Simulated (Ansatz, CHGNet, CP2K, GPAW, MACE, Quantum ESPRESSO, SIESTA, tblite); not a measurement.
# CP2K on random packing of 70AlN-30Al2O3 (mol %) (78 atoms): settings against a plane-wave reference

Wanted: CP2K inputs and outputs for random packing of 70AlN-30Al2O3 (mol %) (78 atoms), checked against a plane-wave reference.

Main program and level: CP2K 2026.2; the method is named at each step.

## (1) The starting structure

The cell holds 78 atoms: 35 Al, 19 N and 24 O. Cell: a = 9.322 Å, b = 9.322 Å, c = 9.322 Å, α = 90.0°, β = 90.0°, γ = 90.0°. 78 atoms (35 Al, 19 N, 24 O) packed at random in a cube at 3.27 g/cm³ and pushed apart as soft spheres, cations and anions kept from their own kind; a start for melting by ab initio MD, not an equilibrated structure. Then every atom was moved at random, 0.05 Å r.m.s. a Cartesian component.

The yardstick, on the same geometry:

| Property | Result |
| --- | --- |
| method | Kohn-Sham DFT, PBE, PAW, plane waves (Ansatz 0.2.0); cutoff 420 eV, Γ point, fermi-dirac smearing of 0.05 eV; PAW set soft_2 |
| r.m.s. force component | 2.025 eV/Å |
| longest force | 5.887 eV/Å |
| pressure | 10.56 GPa |
| SCF cycles | 10 |
| time | 5.7 s on 6 threads of Intel Xeon at 2.30GHz, shared host |
| CPU time | 22 s |

## (2) PBE, DZVP-MOLOPT-SR, 600/50 Ry, diagonalisation

Method: Kohn-Sham DFT, PBE, GTH-PBE pseudopotentials, Gaussian and plane waves, DZVP-MOLOPT-SR-GTH, diagonalisation.

input.inp reads:

```
&GLOBAL
  PROJECT cell
  RUN_TYPE ENERGY_FORCE
  PRINT_LEVEL LOW
&END GLOBAL
&FORCE_EVAL
  METHOD QS
  STRESS_TENSOR ANALYTICAL
  &DFT
    BASIS_SET_FILE_NAME BASIS_MOLOPT
    POTENTIAL_FILE_NAME GTH_POTENTIALS
    &MGRID
      CUTOFF 600
      REL_CUTOFF 50
      NGRIDS 5
    &END MGRID
    &QS
      EPS_DEFAULT 1.0E-12
    &END QS
    &SCF
      SCF_GUESS ATOMIC
      EPS_SCF 1.0E-06
      MAX_SCF 200
      ADDED_MOS 14
      &DIAGONALIZATION
        ALGORITHM STANDARD
      &END DIAGONALIZATION
      &SMEAR ON
        METHOD FERMI_DIRAC
        ELECTRONIC_TEMPERATURE [K] 580
      &END SMEAR
      &MIXING
        METHOD BROYDEN_MIXING
        ALPHA 0.3
        NBROYDEN 8
      &END MIXING
      &PRINT
        &RESTART OFF
        &END RESTART
      &END PRINT
    &END SCF
    &XC
      &XC_FUNCTIONAL PBE
      &END XC_FUNCTIONAL
    &END XC
    &PRINT
      &MULLIKEN ON
      &END MULLIKEN
      &HIRSHFELD ON
        SHAPE_FUNCTION DENSITY
      &END HIRSHFELD
      &MO ON
        EIGENVALUES T
        OCCUPATION_NUMBERS T
        MO_INDEX_RANGE 161 184
        &EACH
          QS_SCF 0
        &END EACH
        ADD_LAST NUMERIC
      &END MO
    &END PRINT
  &END DFT
  &SUBSYS
    &CELL
      A 9.32240 0.00000 0.00000
      B 0.00000 9.32240 0.00000
      C 0.00000 0.00000 9.32240
    &END CELL
    &COORD
      Al 7.01613 1.52486 3.12925
      Al 9.29676 0.84004 5.48176
      Al 1.92125 5.73896 6.96038
      Al 9.04944 7.60838 3.50261
      Al 8.32528 2.80958 7.07915
      Al 3.77818 1.81768 1.02099
      Al 8.92918 5.24646 4.18175
      Al 5.00026 4.46040 0.91341
      Al 7.38148 3.09830 0.02685
      Al 1.09986 8.54379 0.77749
      Al 1.99453 6.17423 0.32237
      Al 0.71587 3.09289 5.35507
      Al 6.25347 8.12680 2.69222
      Al 4.21717 4.14893 5.00939
      Al 7.43722 8.46959 5.36933
      Al 2.12448 2.73072 7.23950
      Al 6.98742 5.70139 0.45176
      Al 0.71755 1.72595 0.49893
      Al 8.97794 5.62439 8.05679
      Al 4.76794 2.96807 8.18647
      Al 2.77164 3.87858 0.11233
      Al 2.63964 7.54928 2.30506
      Al 4.84345 0.20379 4.32746
      Al 1.57427 9.01653 3.90180
      Al 6.12333 1.35296 0.87612
      Al 0.64362 2.98224 2.97524
      Al 2.16951 9.24474 8.18320
      Al 4.54542 5.92513 8.21825
      Al 9.00684 0.36451 8.03693
      Al 8.10163 7.77087 1.24426
      Al 7.56755 7.53446 8.22217
      Al 4.77689 0.71037 7.14851
      Al 4.57115 7.75847 5.98237
      Al 6.12286 5.97939 4.54029
      Al 6.05825 4.59221 6.67819
      N 6.19716 0.70543 5.52473
      N 0.60316 3.84633 7.02378
      N 7.27716 4.57860 8.12988
      N 5.82277 7.81236 4.58979
      N 0.75903 1.39733 7.00821
      N 0.08297 7.50658 8.51909
      N 2.30739 1.83167 8.92182
      N 7.73927 4.34629 5.76348
      N 3.42729 4.18995 7.33915
      N 6.21431 7.93420 6.96271
      N 1.12158 5.60957 2.97925
      N 3.50737 7.24873 9.10798
      N 4.62251 2.52926 5.83144
      N 5.90061 6.92151 8.98176
      N 0.45102 8.46138 6.32534
      N 4.21596 5.73262 5.91814
      N 6.96122 3.74220 2.24838
      N 4.10558 6.88245 3.18537
      N 0.30083 9.03499 2.49150
      O 5.34080 8.89087 1.35855
      O 6.00325 3.98700 4.19051
[... 18 atom lines left out ...]
      O 4.41649 0.83613 8.93431
      O 3.33639 5.51578 1.37095
      O 3.67442 3.20430 3.07770
      O 6.60250 2.56841 6.96113
    &END COORD
    &KIND Al
      BASIS_SET DZVP-MOLOPT-SR-GTH-q3
      POTENTIAL GTH-PBE-q3
    &END KIND
    &KIND N
      BASIS_SET DZVP-MOLOPT-SR-GTH-q5
      POTENTIAL GTH-PBE-q5
    &END KIND
    &KIND O
      BASIS_SET DZVP-MOLOPT-SR-GTH-q6
      POTENTIAL GTH-PBE-q6
    &END KIND
  &END SUBSYS
  &PRINT
    &FORCES ON
    &END FORCES
    &STRESS_TENSOR ON
    &END STRESS_TENSOR
  &END PRINT
&END FORCE_EVAL
```

On the command line:

```sh
$ OMP_NUM_THREADS=1 mpirun -np 4 cp2k.psmp -i input.inp > output.txt
```

Numbers of over 12 decimals in the logs are rounded to 6 here.

What it wrote:

```text
CP2K| version string:                                       CP2K version 2026.2
 CP2K| Input file name                                                 input.inp
 GLOBAL| Basis set file name                                        BASIS_MOLOPT
 GLOBAL| Potential file name                                      GTH_POTENTIALS
 GLOBAL| Run type                                                   ENERGY_FORCE
 GLOBAL| Total number of message passing processes                             4
 GLOBAL| Number of threads for this process                                    1
 TOTAL NUMBERS AND MAXIMUM NUMBERS
  Total number of            - Atomic kinds:                                   3
                             - Atoms:                                         78
                             - Shell sets:                                    78
                             - Shells:                                       390
                             - Primitive Cartesian functions:                355
                             - Cartesian basis functions:                   1092
                             - Spherical basis functions:                   1014
  Maximum angular momentum of- Orbital basis functions:                        2
                             - Local part of the GTH pseudopotential:          2
                             - Non-local part of the GTH pseudopotential:      2
 SCF PARAMETERS         Density guess:                                    ATOMIC
                        max_scf:                                             200
                        eps_scf:                                        1.00E-06
                        added MOs                                        14    0
                        Mixing method:                            BROYDEN_MIXING
                                                charge density mixing in g-space
                        Smear method:                                FERMI_DIRAC
                        Electronic temperature [K]:                        580.0
                        Electronic temperature [a.u.]:                  1.84E-03
                        Accuracy threshold:                             1.00E-10
 Extrapolation method: initial_guess
 Number of electrons:                                                        344
 Number of occupied orbitals:                                                172
 Number of molecular orbitals:                                               186
 Number of orbital functions:                                               1014
 Number of independent orbital functions:                                   1014
 SCF WAVEFUNCTION OPTIMIZATION
  Step     Update method      Time    Convergence         Total energy    Change
     1 NoMix/Diag. 0.30E+00    2.8     1.52275484      -652.6415439440 -6.53E+02
     2 Broy./Diag. 0.30E+00    5.2     1.46501273      -591.9897737529  6.07E+01
     3 Broy./Diag. 0.30E+00    4.9     1.72150924      -651.7072462534 -5.97E+01
     4 Broy./Diag. 0.30E+00    4.8     0.69606541      -646.2924049961  5.41E+00
[...]
*** the last MO => Add more MOs for proper smearing.                   ***
[...]
36 Broy./Diag. 0.30E+00    5.7     0.00000159      -644.9764885571 -1.56E-06
    37 Broy./Diag. 0.30E+00    5.5     0.00000087      -644.9764872622  1.29E-06
  *** SCF run converged in    37 steps ***
  Electronic density on regular grids:       -343.9999999999        0.0000000001
  Core density on regular grids:              343.9999999996       -0.0000000004
  Total charge density on r-space grids:       -0.0000000003
  Total charge density g-space grids:          -0.0000000003
  Overlap energy of the core charge distribution:               8.74906e-09
  Self energy of the core charge distribution:              -1666.257082
  Core Hamiltonian energy:                                    465.308971
  Hartree energy:                                             717.320545
  Exchange-correlation energy:                               -161.340339
  Electronic entropic energy:                                  -0.00858144
  Fermi energy:                                                 0.262988
  Total energy:                                              -644.976487
  Total energy (extrapolated to T->0):                       -644.972197
 MO| EIGENVALUES AND OCCUPATION NUMBERS
 MO|
 MO|  Index      Eigenvalue [a.u.]        Eigenvalue [eV]             Occupation
 MO|    161               0.236197               6.427234               1.999999
 MO|    162               0.238962               6.502491               1.999996
 MO|    163               0.239793               6.525097               1.999993
[...]
MO|    183               0.291207               7.924159               0.000000
 MO|    184               0.294416               8.011463               0.000000
 MO| Sum:                                                             344.000000
 MO| E(Fermi):            0.262988 a.u.          7.156263 eV
 !-----------------------------------------------------------------------------!
                     Mulliken Population Analysis
 #  Atom  Element  Kind  Atomic population                           Net charge
       1     Al       1          2.190080                              0.809920
       2     Al       1          2.707846                              0.292154
       3     Al       1          2.335302                              0.664698
[...]
77     O        3          6.313899                             -0.313899
      78     O        3          6.396850                             -0.396850
 # Total charge                            344.000000                  0.000000
 !-----------------------------------------------------------------------------!
 !-----------------------------------------------------------------------------!
                           Hirshfeld Charges
  #Atom  Element  Kind  Ref Charge     Population                    Net charge
      1       Al     1       3.000          2.662                         0.338
      2       Al     1       3.000          2.718                         0.282
      3       Al     1       3.000          2.611                         0.389
[...]
77       O      3       6.000          6.134                        -0.134
     78       O      3       6.000          6.230                        -0.230
  Total Charge                                                           -0.000
 !-----------------------------------------------------------------------------!
 ENERGY| Total FORCE_EVAL ( QS ) energy [hartree]           -644.976490
 FORCES| Atomic forces [hartree/bohr]
 FORCES|   Atom     x               y               z               |f|
 FORCES|      1 -4.68843466E-03  7.64490133E-02  4.03307467E-02   8.65621290E-02
 FORCES|      2 -5.53065615E-03 -4.66106145E-02 -3.62415436E-02   5.93008181E-02
 FORCES|      3  2.76374631E-02  1.46746339E-02 -6.33204216E-02   7.06303762E-02
[...]
FORCES|     77  4.34380698E-02 -7.19596493E-03 -1.64956245E-02   4.70186500E-02
 FORCES|     78 -4.68525992E-02  3.04565082E-02  3.60858299E-02   6.65203132E-02
 FORCES| Sum     4.60163990E-03 -7.67170659E-04  2.84918393E-03
 FORCES| Total atomic force                                       5.46639641E-03
 STRESS| Analytical stress tensor [bar]
 STRESS|                        x                   y                   z
 STRESS|      x        7.42112982852E+04   5.81412634690E+03  -1.38444134304E+04
 STRESS|      y        5.81412634690E+03   1.10347165413E+05   6.55589570863E+03
 STRESS|      z       -1.38444134304E+04   6.55589570863E+03   1.24672486833E+05
 STRESS| 1/3 Trace                                             1.03076983510E+05
```

Run time: 3.6 min. Hardware: 4 MPI ranks of Intel Xeon at 2.30GHz, shared host; peak memory 3.4 GiB.

Banners, paths, timers and routine set-up lines are dropped from the logs unmarked, and long logs keep their key lines alone; longer cuts are marked.

Compared with the plane-wave run:

```yaml
r_m_s_force_component: 2.016 eV/Å
r_m_s_difference_of_force_components: 46.67 meV/Å
longest_difference_of_force_vectors: 175.1 meV/Å
force_difference_over_r_m_s_force: 2.305 %
slope_of_forces_against_the_reference_s: 0.995
correlation_of_force_components: 0.9997
pressure: 10.31 GPa
pressure_difference: -0.2508 GPa
```

Length of the force difference by element (eV/Å):

```csv
element,atoms,mean,most
Al,35,0.076,0.14
N,19,0.059,0.13
O,24,0.08,0.18
```

Local excerpt of 9 atoms (numbers count through the whole input) about N52, picked at random; x, y, z are measured from there.

```csv
atom,x,y,z,distance (Å),Hirshfeld charge (e),Fx,Fy,Fz (eV/Å)
N52,0.00,0.00,0.00,0.00,-0.12,-1.24,-1.78,-3.62
O56,-0.96,0.24,1.94,2.18,-0.21,-0.79,4.19,2.39
O67,-0.95,1.99,-0.03,2.20,-0.21,-0.45,0.52,-1.22
Al9,0.42,-0.64,-2.22,2.35,0.20,1.57,2.26,1.29
Al1,0.05,-2.22,0.88,2.39,0.34,-0.24,3.93,2.07
O57,1.38,1.98,0.07,2.41,-0.17,0.81,1.63,2.03
O64,1.55,-0.79,1.75,2.47,-0.24,2.49,-0.39,-0.26
Al8,-1.96,0.72,-1.33,2.48,0.21,-0.19,-0.15,5.81
Al17,0.03,1.96,-1.80,2.66,0.24,0.90,-1.84,2.55
```

Forces lie 2.3 % from the reference's, at 39 times its CPU time (on 4 against 6 cores).

## (3) PBE, SZV-MOLOPT-SR, 600/50 Ry, diagonalisation

Method: Kohn-Sham DFT, PBE, GTH-PBE pseudopotentials, Gaussian and plane waves, SZV-MOLOPT-SR-GTH, diagonalisation.

Changes to input.inp since step 2:

```diff
@@ -68,7 +68,8 @@
     &END CELL
-    &COORD
-[... 78 atom lines left out: the same atoms as in the first run ...]
-    &END COORD
+    &TOPOLOGY
+      COORD_FILE_NAME structure.xyz
+      COORD_FILE_FORMAT XYZ
+    &END TOPOLOGY
     &KIND Al
-      BASIS_SET DZVP-MOLOPT-SR-GTH-q3
+      BASIS_SET SZV-MOLOPT-SR-GTH-q3
       POTENTIAL GTH-PBE-q3
@@ -76,3 +77,3 @@
     &KIND N
-      BASIS_SET DZVP-MOLOPT-SR-GTH-q5
+      BASIS_SET SZV-MOLOPT-SR-GTH-q5
       POTENTIAL GTH-PBE-q5
@@ -80,3 +81,3 @@
     &KIND O
-      BASIS_SET DZVP-MOLOPT-SR-GTH-q6
+      BASIS_SET SZV-MOLOPT-SR-GTH-q6
       POTENTIAL GTH-PBE-q6
```

structure.xyz reads:

```xyz
78

Al 7.01613 1.52486 3.12925
Al 9.29676 0.84004 5.48176
Al 1.92125 5.73896 6.96038
Al 9.04944 7.60838 3.50261
Al 8.32528 2.80958 7.07915
Al 3.77818 1.81768 1.02099
Al 8.92918 5.24646 4.18175
Al 5.00026 4.46040 0.91341
Al 7.38148 3.09830 0.02685
Al 1.09986 8.54379 0.77749
Al 1.99453 6.17423 0.32237
Al 0.71587 3.09289 5.35507
Al 6.25347 8.12680 2.69222
Al 4.21717 4.14893 5.00939
Al 7.43722 8.46959 5.36933
Al 2.12448 2.73072 7.23950
Al 6.98742 5.70139 0.45176
Al 0.71755 1.72595 0.49893
Al 8.97794 5.62439 8.05679
Al 4.76794 2.96807 8.18647
[... 54 atom lines left out ...]
O 4.41649 0.83613 8.93431
O 3.33639 5.51578 1.37095
O 3.67442 3.20430 3.07770
O 6.60250 2.56841 6.96113
```

On the command line:

```sh
$ OMP_NUM_THREADS=2 cp2k.psmp -i input.inp > output.txt
```

What it wrote:

```text
CP2K| version string:                                       CP2K version 2026.2
 CP2K| Input file name                                                 input.inp
 GLOBAL| Basis set file name                                        BASIS_MOLOPT
 GLOBAL| Potential file name                                      GTH_POTENTIALS
 GLOBAL| Run type                                                   ENERGY_FORCE
 GLOBAL| Total number of message passing processes                             1
 GLOBAL| Number of threads for this process                                    2
 TOTAL NUMBERS AND MAXIMUM NUMBERS
  Total number of            - Atomic kinds:                                   3
                             - Atoms:                                         78
[... lines left out ...]
                        Smear method:                                FERMI_DIRAC
[... lines left out ...]
 Number of electrons:                                                        344
[... lines left out ...]
  Step     Update method      Time    Convergence         Total energy    Change
[... lines left out ...]
  *** SCF run converged in    46 steps ***
[... lines left out ...]
  Fermi energy:                                                 0.315732
  Total energy:                                              -640.973395
  Total energy (extrapolated to T->0):                       -640.968550
[... lines left out ...]
 MO| E(Fermi):            0.315732 a.u.          8.591497 eV
[... lines left out ...]
 !-----------------------------------------------------------------------------!
 !-----------------------------------------------------------------------------!
                           Hirshfeld Charges
  #Atom  Element  Kind  Ref Charge     Population                    Net charge
      1       Al     1       3.000          2.649                         0.351
      2       Al     1       3.000          2.707                         0.293
      3       Al     1       3.000          2.642                         0.358
[...]
77       O      3       6.000          6.131                        -0.131
     78       O      3       6.000          6.243                        -0.243
  Total Charge                                                           -0.000
 !-----------------------------------------------------------------------------!
 ENERGY| Total FORCE_EVAL ( QS ) energy [hartree]           -640.973387
 FORCES| Atomic forces [hartree/bohr]
 FORCES|   Atom     x               y               z               |f|
 FORCES|      1  4.79586451E-03  8.84254189E-02  1.87815082E-02   9.05251350E-02
 FORCES|      2  2.06641933E-03 -3.65058063E-02 -4.97452074E-02   6.17375870E-02
 FORCES|      3  2.24447009E-02  2.36063155E-02 -5.55630046E-02   6.44070665E-02
[...]
FORCES|     77  3.57732775E-02 -7.28226887E-03 -1.57864310E-02   3.97739893E-02
 FORCES|     78 -7.20168829E-02  1.64467094E-02  1.86313820E-02   7.61843427E-02
 FORCES| Sum     5.79532027E-03 -1.42927755E-04  2.65538595E-03
 FORCES| Total atomic force                                       6.37630300E-03
 STRESS| Analytical stress tensor [bar]
 STRESS|                        x                   y                   z
 STRESS|      x        3.08327910479E+05   1.00018110756E+04  -1.36576936601E+04
 STRESS|      y        1.00018110756E+04   3.26513736683E+05  -1.80092068684E+04
 STRESS|      z       -1.36576936601E+04  -1.80092068684E+04   3.47985694877E+05
 STRESS| 1/3 Trace                                             3.27609114013E+05
```

Elapsed: 4.7 min, on 2 threads; peak memory 2.2 GiB; 8.1 min of CPU time.

Numbers from this run, and their distance from the reference:

| Property | Result |
| --- | --- |
| r.m.s. force component | 2.002 eV/Å |
| r.m.s. difference of force components | 706.8 meV/Å |
| longest difference of force vectors | 3092 meV/Å |
| force difference over r.m.s. force | 34.9 % |
| slope of forces against the reference's | 0.9275 |
| correlation of force components | 0.9384 |
| pressure | 32.76 GPa |
| pressure difference | 22.2 GPa |

This is a coarse setting, run to see what it loses.

Against the first run (2.3 %), the force difference from the reference is 35 %, at 0.57 times the CPU time (on 2 against 4 cores), with 312 basis functions against 1014: the smaller basis costs accuracy.

(Continued in part 2 of 2.)

[Also dropped from logs without a mark: logging warnings of Python, and SIESTA's first energy breakdown and zero terms.]

[Logs are printed without paths, hosts, clocks, repeated set-up lines and the standing remarks that a program may print on its own settings, such as how far it seeks lower states.]

[Hosts, paths, dates, database ids (printed as entryN), source tags and the programs' standing remarks are cut or masked in the printed files.]
